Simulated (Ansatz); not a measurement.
## NbInO4 (P2/c): spin-orbit coupling beyond the local functionals

Aim: the spin-orbit change of the gap of NbInO4 (P2/c).

Calculated with Ansatz 0.2.0; density functionals with and without spin-orbit coupling, plane waves, PAW.

**Experimental background.**

- Gap 4.7 eV: direct gap from Elliott-Toyozawa fit; diffuse reflectance; 300 K; powder (“Accurate Determination of the Band-Gap Energy of the Rare-Earth Niobate Series”, 2024, arxiv:2401.13477).

The raw output is cut from this account; settings, times and results stay.

### Step 1. The starting structure

It takes space group P2/c (No. 13, monoclinic). Conventional cell: a = 4.835 Å, b = 5.771 Å, c = 5.144 Å, α = 90.00°, β = 91.13°, γ = 90.00°. Nearest to Nb lie 6 O at 1.88 to 2.15 Å. Nearest to In lie 6 O at 2.10 to 2.23 Å. O has 1 Nb at 1.88 Å and 2 In at 2.15 to 2.23 Å nearest. O has 2 Nb at 1.98 to 2.15 Å and 1 In at 2.10 Å nearest. Farther neighbours, and contacts between anions beyond the nearest, are not listed.

The cell and positions come from the Crystallography Open Database and are kept as given unless a step says otherwise. The default PAW set here is soft_2. Its files were made with PBE.

### Step 2. HSE06, 4×2×2 mesh

This step: DFT, HSE06, plane waves, PAW.

File input.yaml:

```yaml
crystal:
  lattice:
    - [4.8355, 0.0, 0.0]
    - [0.0, 5.7709, 0.0]
    - [-0.1014445258, 0.0, 5.1429996119]
  atoms:
    - { symbol: Nb, position: [0.0, 0.1779, 0.25] }
    - { symbol: Nb, position: [0.0, 0.8221, 0.75] }
    - { symbol: In, position: [0.5, 0.6825, 0.25] }
    - { symbol: In, position: [0.5, 0.3175, 0.75] }
    - { symbol: O, position: [0.26, 0.618, 0.901] }
    - { symbol: O, position: [0.74, 0.618, 0.599] }
    - { symbol: O, position: [0.74, 0.382, 0.099] }
    - { symbol: O, position: [0.26, 0.382, 0.401] }
    - { symbol: O, position: [0.217, 0.898, 0.438] }
    - { symbol: O, position: [0.783, 0.898, 0.062] }
    - { symbol: O, position: [0.783, 0.102, 0.562] }
    - { symbol: O, position: [0.217, 0.102, 0.938] }
kpoints:
  mp_grid: { grid: [4, 2, 2] }
  band_path:
    path:
      - [0.0, 0.0, 0.0]
      - [0.0, 0.5, 0.0]
      - [0.0, 0.5, 0.5]
      - [0.0, 0.0, 0.5]
      - [-0.5, 0.0, 0.5]
      - [-0.5, 0.5, 0.5]
      - [-0.5, 0.5, 0.0]
      - [-0.5, 0.0, 0.0]
      - [0.3333333333, 0.0, -0.25]
      - [0.1666666667, 0.0, -0.5]
    npoints: 1
hamiltonian:
  xc: hse06
scf:
  occupations: { method: fixed }
  n_extra_bands: 8
output:
  eigenvalues: true
```

Command:

```
ansatz run input.yaml --threads 24 --pin off --max-ram 82944MiB --backend cuda --events-out ev --progress --plain --runs-dir out --devices 1 --max-vram 78GiB
```

Elapsed: 6 s, on 1 × NVIDIA GB200 (shared by 2 runs) with 24 threads of Arm Neoverse V2, shared host; peak memory 1.6 GiB.

Numbers from this step:

```
gap                     : 4.840 eV
valence top at          : k = (0.333, 0.000, -0.250)
conduction bottom at    : k = (0.167, 0.000, -0.500)
least direct gap        : 4.999 eV
exact-exchange fraction : 0.25
```

The gap is indirect, with the least direct gap 0.16 eV higher.

### Step 3. HSE06+SOC, 4×2×2 mesh

The many-body steps leave out spin-orbit coupling, so its effect is taken from a two-component run, with twice the bands.

This step: DFT, HSE06 with spin-orbit coupling, plane waves, PAW.

Edit input.yaml of step 2 so:

```diff
@@ -37,3 +37,6 @@
   occupations: { method: fixed }
-  n_extra_bands: 8
+  n_extra_bands: 16
+magnetization:
+  noncollinear: true
+  spin_orbit: true
 output:
```

Run time: 19 s. Hardware: 1 × NVIDIA GB200 (shared by 2 runs) with 24 threads; peak memory 2.7 GiB.

Read from the output:

```
gap                     : 4.839 eV
valence top at          : k = (0.333, 0.000, -0.250)
conduction bottom at    : k = (0.167, 0.000, -0.500)
least direct gap        : 4.997 eV
exact-exchange fraction : 0.25
```

The gap is that of HSE06.

### Step 4. Together

Times are wall times on 1 × NVIDIA GB200 (shared by 2 runs) with 24 threads of Arm Neoverse V2, shared host, good to a factor of about two.

```csv
level,gap (eV),with coupling (eV),change (eV),time,with coupling
HSE06,4.84,4.84,−0.001,6 s,19 s
```

### Step 5. What came out

```json
{"HSE06": "4.84 eV", "HSE06+SOC": "4.84 eV"}
```

**Reading.** Spin-orbit coupling changes the gap by −0.001 eV and the least direct gap by −0.001 eV. Against experiment, by HSE06+SOC: the direct gap of 5.00 eV lies +0.30 eV from the measured 4.7 eV (direct, 300 K, 2024). An exciton line or allowed optical edge lies below the quasiparticle gap by the binding energy; a forbidden edge can push the onset above it. The lattice is static and excitons are left out.

[Long decimals in the printed logs are rounded to 6 places.]

[Logs are printed without paths, hosts, clocks, repeated set-up lines and the standing remarks that a program may print on its own settings, such as how far it seeks lower states.]

[Paths, hosts, dates, memory and timing lines, banners, echoed tables and standing remarks are left out of the program output; an Ansatz launch command may be rebuilt from the run's recorded settings. Measured values are a selection of at most five: reports struck by readers or far from the other reports are left out. None is set beside runs whose start may be inverted or whose files or cutoffs have a known fault.]

[Runs of the session that timed out or met a known fault of the program may be left out.]

[Cells called generated may have been cut or substituted from an entry of the Crystallography Open Database or the Materials Project.]

[Hosts, paths, dates, database ids (printed as entryN), source tags and the programs' standing remarks are cut or masked in the printed files.]

[Where the starting crystal was built by hand or by swapping elements, it need not be the compound's stable phase.]
